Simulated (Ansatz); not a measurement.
## LaBiS2O (P4/nmm): a many-body input that goes wrong, and its mend

A first try at the G0W0 gap of LaBiS2O (P4/nmm), what the program said, and an input that works.

Calculated with Ansatz 0.2.0; G0W0 on r2SCAN, plane waves, PAW; PAW set soft_1.

## 1. The structure

The structure is tetragonal, space group P4/nmm (No. 129). The conventional cell has a = 4.065 Å, b = 4.065 Å, c = 13.861 Å, α = 90.00°, β = 90.00°, γ = 90.00°. Nearest to La lie 4 O at 2.38 Å and 4 S at 3.20 Å. Nearest to Bi lie 5 S at 2.48 to 2.89 Å. Nearest to S lie 4 Bi at 2.89 Å. S has 1 Bi at 2.48 Å and 4 La at 3.20 Å nearest. Nearest to O lie 4 La at 2.38 Å. Farther neighbours and most contacts between anions are not listed.

Geometry: measured lattice cell, ions relaxed with r2SCAN; the structure entry is the Materials Project's. The runs that relaxed it are not among those shown. Spin-orbit coupling is left out unless a step names it.

## 2. First try

The input, input.yaml:

```yaml
crystal:
  lattice:
    - [4.0646, 0.0, 0.0]
    - [0.0, 4.0646, 0.0]
    - [0.0, 0.0, 13.8614]
  atoms:
    - { symbol: La, position: [0.5, 0.0, 0.5892440202] }
    - { symbol: La, position: [0.0, 0.5, 0.4107559798] }
    - { symbol: Bi, position: [0.0, 0.5, 0.8700576921] }
    - { symbol: Bi, position: [0.5, 0.0, 0.1299423079] }
    - { symbol: S, position: [0.5, 0.0, 0.8884349997] }
    - { symbol: S, position: [0.0, 0.5, 0.1115650003] }
    - { symbol: S, position: [0.0, 0.5, 0.6909721575] }
    - { symbol: S, position: [0.5, 0.0, 0.3090278425] }
    - { symbol: O, position: [0.0, 0.0, 0.5] }
    - { symbol: O, position: [0.5, 0.5, 0.5] }
kpoints:
  mp_grid: { grid: [4, 4, 2] }
hamiltonian:
  xc: r2scan
  pseudopotentials: { kind: paw, azcp: { folder: soft_1 } }
scf:
  occupations: { method: fixed }
gw:
  n_empty_bands: 4
  ecut_chi: 40
  qp_bands: [v3, c3]
  qp_kpoints: band_edges
  screening: { model: contour_deformation }
```

Started as:

```sh
ansatz run input.yaml --threads 3 --pin off --max-ram 92160MiB --backend cuda --events-out ev --progress --plain --runs-dir out --devices 1 --max-vram 13GiB
```

Numbers of over 12 decimals in the logs are rounded to 6 here.

The program printed:

```text
GPUs: using 1 of 1 available (devices: 1).
Engine: ansatz 0.2.0, x86_64-unknown-linux-gnu
Pseudopotentials: kind: paw
Pseudopotential: La, paw, valence charge 11, recommended cutoff 500 eV (meta_gga), soft_1/La.paw.azcp
Pseudopotential: Bi, paw, valence charge 15, recommended cutoff 500 eV (meta_gga), soft_1/Bi.paw.azcp
Pseudopotential: S, paw, valence charge 6, recommended cutoff 500 eV (meta_gga), soft_1/S.paw.azcp
Pseudopotential: O, paw, valence charge 6, recommended cutoff 500 eV (meta_gga), soft_1/O.paw.azcp
Functional definition: r2SCAN
  parameter k0 = 0.174
  parameter k1 = 0.065
  parameter a1 = 4.9479
  exchange = r2scan_x(k0 = k0, k1 = k1, a1 = a1)
  correlation = r2scan_c
device memory: the entry about to start is reckoned to put 3.5 GiB on a device that reports 53.4 GiB free (of which the cap on the GPU budget leaves the run 13.0 GiB)
GPU FFT provider: cuFFT
GPU libraries: cuBLAS 13.8.2, cuFFT 12.4.0, cuSOLVER 12.3.4
Crystal: 10 atoms, lattice volume = 229.004 Å³
Basis set: ecut = 500 eV, 5867 PW (Γ), exchange–correlation on 120×120×432 points (64 copies of the dense FFT grid, shifted against one another)
Bands: 54, of which v1, the nominal top of the filled ones, is band 44 counted from 1 (43 counted from 0)
Symmetry: 16 space group operations
Space group: P4/nmm (ITA 129), of the structure as read, at distance tolerance 6.1e-5 Å
k-points: 12 of 32
Non-local potential: La, projectors of the file, l = 0: 3, l = 1: 2, l = 2: 2, l = 3: 3
Non-local potential: Bi, projectors of the file, l = 0: 2, l = 1: 2, l = 2: 2, l = 3: 1
Non-local potential: S, projectors of the file, l = 0: 2, l = 1: 2, l = 2: 1
Non-local potential: O, projectors of the file, l = 0: 2, l = 1: 2, l = 2: 1
PAW form: soft (Blöchl's): semilocal exchange-correlation on the pseudo side does not see the compensation charge
PAW frozen core: La, regenerated for the run's functional (the file was generated under x = pbe(κ = 0.804, μ = 0.219515), c = pbe(β = 0.066725))
PAW frozen core: Bi, regenerated for the run's functional (the file was generated under x = pbe(κ = 0.804, μ = 0.219515), c = pbe(β = 0.066725))
PAW frozen core: S, regenerated for the run's functional (the file was generated under x = pbe(κ = 0.804, μ = 0.219515), c = pbe(β = 0.066725))
PAW frozen core: O, regenerated for the run's functional (the file was generated under x = pbe(κ = 0.804, μ = 0.219515), c = pbe(β = 0.066725))
PAW one-centre angular grid: La, 974 points (default); XC on 160 Gauss nodes
PAW one-centre angular grid: Bi, 590 points (default); XC on 160 Gauss nodes
PAW one-centre angular grid: S, 302 points (default); XC on 160 Gauss nodes
PAW one-centre angular grid: O, 302 points (default); XC on 160 Gauss nodes
Initial density: superposition of atomic densities (chi_scale 0.1, normalization cell, long waves kept (reshape's long-wave potential 0.46 eV rms))
Initial wavefunctions: pseudopotential atomic-orbital guess
GPU buffer pool allocated for 97200 grid points (all kernels)
GPU transforms: local potential and band sums: pruned to the plane-wave sphere, on 30×30×108
Functional: x = r2scan, c = r2scan; τ floored in thin density (d = 2e-4 eV/Å³)
SCF iter   1: F=—  HF=-42131.848466 eV  |F-HF|=—  |Δ(HF+E_count)|=         —  Δρ=3.46e-2  dr2=8.22e0  dr2_τ=1.61e-1  ethr=3.10e-3  ⟨swp⟩=5.3  Hψ=2431  notcnv=0  defer=48
preconditioner: auto → Resta (q_TF=auto, 2.326 Å⁻¹)  ε∞=4.9  [insulator: Δε(μ)=1.234 eV  Ē_g=9.657 eV  n_scr=50 (ndim 8)  ℏωp=19.0 eV  f_vac=0.000  ε∞_Penn≈4.9]
SCF iter   2: F=—  HF=-42131.085753 eV  |F-HF|=—  |Δ(HF+E_count)|=   7.63e-1  Δρ=1.88e-2  dr2=1.70e0  dr2_τ=3.03e-2  ethr=3.10e-3  ⟨swp⟩=4.5  Hψ=1283  notcnv=0  defer=83
SCF iter   3: F=—  HF=-42131.084554 eV  |F-HF|=—  |Δ(HF+E_count)|=   1.20e-3  Δρ=1.33e-2  dr2=3.44e-1  dr2_τ=4.45e-2  ethr=1.94e-3  ⟨swp⟩=5.0  Hψ=1613  notcnv=0  defer=88
[...]
NSCF: frozen V_eff on 12 k-points
[...]
device memory: the entry about to start is reckoned to put 2.4 GiB on a device that reports 54.2 GiB free (of which the cap on the GPU budget leaves the run 13.0 GiB)
NSCF: frozen V_eff on 12 k-points
G₀W₀ screening: q 1/12
[... further progress lines ...]
SCF converged after 9 iterations
Free energy (F): -42131.047226 eV
Harris-Foulkes:  -42131.047226 eV  (|F-HF|=3.54e-8)
Internal energy: -42131.047226 eV  (E = F + TS)
E sigma→0 (E₀):  -42131.047226 eV
Fermi energy:    7.769742 eV
--- Per-component energies (eV) ---
  E_band       = -360.076193
  E_kinetic    = 1636.784318
  E_local      = -5104.302303  (includes V_loc(G=0)·N_el)
  E_nonlocal   = 1229.895684
  E_hartree    = 1926.768124
  E_xc         = -1035.068246
  E_vxc        = -1165.322905  (∫ρ·V_xc dr)
  E_paw        = -35047.077071  (= ΣΔE_a)
  E_vpaw       = -875.233880  (= ΣTr[D̂ρ^β])
  E_aug_tail   = 0.000767  (compensation charges beyond the density's cutoff)
  E_vtau       = 64.566136  (kinetic-family band-sum trace: ∫τ·v_τ [+ j·A + Jᵃ·Aᵃ] dr)
  E_ewald      = -5739.432719
  E_core_change = 1.384220  (= ΣΔE_core)
  E_smearing   = -0.000000  (= −TS)
  E_closure    = -0.000000  (closes the sum)
  Σ components = -42131.047226   (vs F -42131.047226, Δ=0.00e0)
--- Band table (eV; the first three rows and the last of 12) ---
  k-point 0: bands = [... 40 lower, 7.2278, 7.2278, 7.6615, 7.6615, 11.6820, 11.9456, 12.0312, 12.2165, ... 6 higher]
  k-point 1: bands = [... 40 lower, 7.2482, 7.4744, 7.6498, 7.6498, 11.7016, 11.7698, 11.9558, 12.1618, ... 6 higher]
  k-point 2: bands = [... 40 lower, 7.0285, 7.1559, 7.4343, 7.5138, 10.5559, 10.8985, 10.9886, 11.2082, ... 6 higher]
  k-point 11: bands = [... 40 lower, 6.6350, 6.6350, 6.8218, 6.8218, 11.9811, 11.9811, 12.6967, 12.6967, ... 6 higher]
--- G₀W₀: contour deformation, 6 samples at zero and on the imaginary axis and 1 off it, 32 q-points, 4 empty bands' worth ---
  eigenvalues of the whole cell's RPA ε∞ on this k-mesh (on a slab, of 1 + 4πα/V) = 3.3452, 17.8144, 17.8144; static W/v taken at q = 0 is -0.013498
  gw.qp_kpoints: band_edges: 12 of 12 stored k-points solved, in 2 passes; an edge of the gap read off the rows below is read off those points alone
  `?` marks the rows in doubt; gw_qp.tsv's column doubts and the gw_qp event give each row's grounds
    ik  band        ε_KS         Σx   Σc(E_QP)       V_xc       Z   E_QP_lin       E_QP  E_QP is
     0    42      7.2278   -18.1866     2.8823   -15.3138  0.6878     7.2373     7.2373  root
     0    43      7.6615   -20.5086     2.8811   -17.3274  0.7125     7.3556     7.3614  root
     0    44      7.6615   -20.5086     2.8811   -17.3274  0.7125     7.3556     7.3614  root
     0    45     11.6820    -9.9001    -2.2002   -16.6301  0.8391    16.2797    16.2117  root
     0    46     11.9456    -8.5047    -1.6929   -13.2359  0.8163    14.9244    14.9840  root
     0    47     12.0312    -9.9503    -1.7791   -14.5175  0.7978    14.7688    14.8193  root
     1    42      7.4744   -19.6385     2.6557   -17.1724  0.7285     7.6623     7.6640  root
     1    43      7.6498   -20.5529     2.8863   -17.3468  0.7123     7.3233     7.3300  root
     1    44      7.6498   -20.5529     2.8863   -17.3468  0.7123     7.3233     7.3300  root
     1    45     11.7016   -10.1691    -2.2481   -17.0786  0.8393    16.4496    16.3631  root
     1    46     11.7698    -8.1296    -1.6569   -12.3139  0.8198    14.3098    14.2972  root
     1    47     11.9558   -10.1216    -1.7777   -15.0364  0.8019    15.0215    15.0929  root
     2    42      7.1559   -18.2656     3.0778   -15.3396  0.6922     7.3063     7.3077  root
     2    43      7.4343   -19.7923     2.8582   -16.7589  0.7032     7.2571     7.2591  root
[...]
10    42      6.6350   -25.0363     3.3722   -20.6055  0.7065     5.4261     5.5764  root ?
[...]
10    46     12.0526   -10.7125    -2.1309   -15.9415  0.7812    15.0742    15.1507  root
    10    47     12.6534   -15.4515    -3.2566   -25.4064  0.8349    19.8965    19.3517  root ?
    11    42      6.6350   -25.0364     3.3722   -20.6056  0.7065     5.4261     5.5764  root ?
    11    43      6.8218   -18.0288     3.0451   -15.2785  0.6946     7.1115     7.1167  root
    11    44      6.8218   -18.0288     3.0451   -15.2785  0.6946     7.1115     7.1167  root
    11    45     11.9811   -10.2790    -2.0389   -15.0910  0.7854    14.7076    14.7542  root
    11    46     11.9811   -10.2790    -2.0389   -15.0910  0.7854    14.7076    14.7542  root
    11    47     12.6967   -17.5442    -3.8806   -28.7861  0.8379    21.0350    20.0580  root ?
```

Wall time 18 s (1 × NVIDIA H100 80GB HBM3 (shared by 6 runs) with 3 threads of AMD EPYC 7R13 (Zen 3), shared host); peak memory 1.4 GiB; 28 s of CPU time.

Q: What is the fault?

The run ended normally, though the input holds a fault or crude settings.

The fault: four empty bands in G0W0. The sums over empty states are cut off almost at the gap, so screening and correlation are far from complete.

It printed a gap of 1.57 eV, which is an artefact of the settings.

## 3. A better input

G0W0 replaces the xc potential by the self-energy, built once from these orbitals. Only a window of levels is corrected, while the sums run over the empty bands that the input names. This step takes PAW set soft_1 files.

input.yaml: that of step 2 with these lines changed.

```diff
@@ -24,4 +24,4 @@
 gw:
-  n_empty_bands: 4
-  ecut_chi: 40
+  n_empty_bands: 443
+  ecut_chi: 90
   qp_bands: [v3, c3]
```

The program printed:

```text
GPUs: using 1 of 1 available (devices: 1).
[...]
GPU FFT provider: cuFFT
GPU libraries: cuBLAS 13.8.2, cuFFT 12.4.0, cuSOLVER 12.3.4
Crystal: 10 atoms, lattice volume = 229.004 Å³
Basis set: ecut = 500 eV, 5867 PW (Γ), exchange–correlation on 120×120×432 points (64 copies of the dense FFT grid, shifted against one another)
Bands: 54, of which v1, the nominal top of the filled ones, is band 44 counted from 1 (43 counted from 0)
[... 1 set-up line as in the run before ...]
[...]
k-points: 12 of 32
[...]
GPU buffer pool allocated for 97200 grid points (all kernels)
[...]
SCF iter   1: F=—  HF=-42131.848466 eV  |F-HF|=—  |Δ(HF+E_count)|=         —  Δρ=3.46e-2  dr2=8.22e0  dr2_τ=1.61e-1  ethr=3.10e-3  ⟨swp⟩=5.3  Hψ=2431  notcnv=0  defer=48
[...]
0    42      7.2278   -18.1866     2.6351   -15.3138  0.7214     6.9879     6.9901  root
     0    43      7.6615   -20.5086     3.0891   -17.3274  0.7269     7.5691     7.5694  root
     0    44      7.6615   -20.5086     3.0891   -17.3274  0.7269     7.5691     7.5694  root
     0    45     11.6820    -9.9001    -5.4847   -16.6301  0.7594    12.9863    12.9272  root
     0    46     11.9456    -8.5047    -4.2787   -13.2359  0.7633    12.4056    12.3981  root
     0    47     12.0312    -9.9503    -4.0507   -14.5175  0.7532    12.5590    12.5477  root
     1    42      7.4744   -19.6385     2.4238   -17.1724  0.7348     7.4320     7.4321  root
     1    43      7.6498   -20.5529     3.1118   -17.3468  0.7268     7.5552     7.5555  root
[...]
7    44      7.3263   -18.4908     2.0491   -16.3753  0.7365     7.2598     7.2599  root
     7    45      9.6345   -10.3792    -3.2581   -13.8518  0.7605     9.8504     9.8490  root
     7    46      9.8575   -10.8925    -3.2481   -14.3874  0.7533    10.1062    10.1043  root
     7    47     11.7214    -9.4206    -3.9748   -13.8334  0.7610    12.1661    12.1594  root
[key lines of the parts left out:]
SCF converged after 9 iterations
Free energy (F): -42131.047226 eV
Fermi energy:    7.769742 eV
```

Run time: 35 s. Hardware: 1 × NVIDIA H100 80GB HBM3 (shared by 6 runs) with 3 threads; peak memory 2.5 GiB.

Numbers from this step:

- bands summed: 487
- RPA ε∞ on this mesh (eigenvalues): 6.363, 19.38, 19.38
- plane waves in the screening matrix: 433
- q-points in the mesh: 32
- G0W0 gap on the mesh: 1.303 eV
- k of the valence top: 0, -0.5, 0
- k of the conduction bottom: 0, -0.5, 0
- starting gap on the mesh: 1.137 eV
- Z at the valence top: 0.7449
- Z at the conduction bottom: 0.7652
- least direct G0W0 gap on the computed points: 1.303 eV

The gap on the mesh goes from 1.14 eV to 1.30 eV, a correction of +0.17 eV. Between the two edge states, bare exchange in place of the xc potential would open the gap by 4.46 eV, and correlation takes back 4.30 eV.

## 4. Outcome

| Quantity | Value |
| --- | --- |
| first try | converged after 18 s |
| better run | G0W0 gap on the mesh 1.30 eV (4×4×2 mesh, 443 empty bands, screening to 90 eV, PAW set soft_1 files) |

**Reading.** The second run differs in: empty bands and screening cutoff (eV). Bands and cutoff are finite, so the gap is not at the basis limit. The miss can reach some tenths of an eV and take either sign; the mesh is an error of its own. The 4×4×2 mesh is coarse for this cell (its supercell is 16 Å along the shortest edge). The RPA ε∞ on it, from the r2SCAN start, is 6.36 and 19.38; such meshes misread the long-range screening, most where the gap is narrow. Where an edge is built on 6p states of lead, bismuth or thallium, scalar-relativistic gaps usually stand too wide, by a few tenths to over one eV. Empty 4f levels lie among the conduction bands. Their place in the start is unsure; it enters the screening, and the edge itself where they lie low. The many-body steps are scalar-relativistic: spin-orbit coupling is not in them.

[Paths, hosts, dates, memory and timing lines, banners, echoed tables and standing remarks are left out of the program output.]

[Logs are printed without paths, hosts, clocks, repeated set-up lines and the standing remarks that a program may print on its own settings, such as how far it seeks lower states.]

[Runs of the session that timed out or met a known fault of the program may be left out.]

[Cells called generated may have been cut or substituted from an entry of the Crystallography Open Database or the Materials Project.]

[Hosts, paths, dates, database ids (printed as entryN), source tags and the programs' standing remarks are cut or masked in the printed files.]
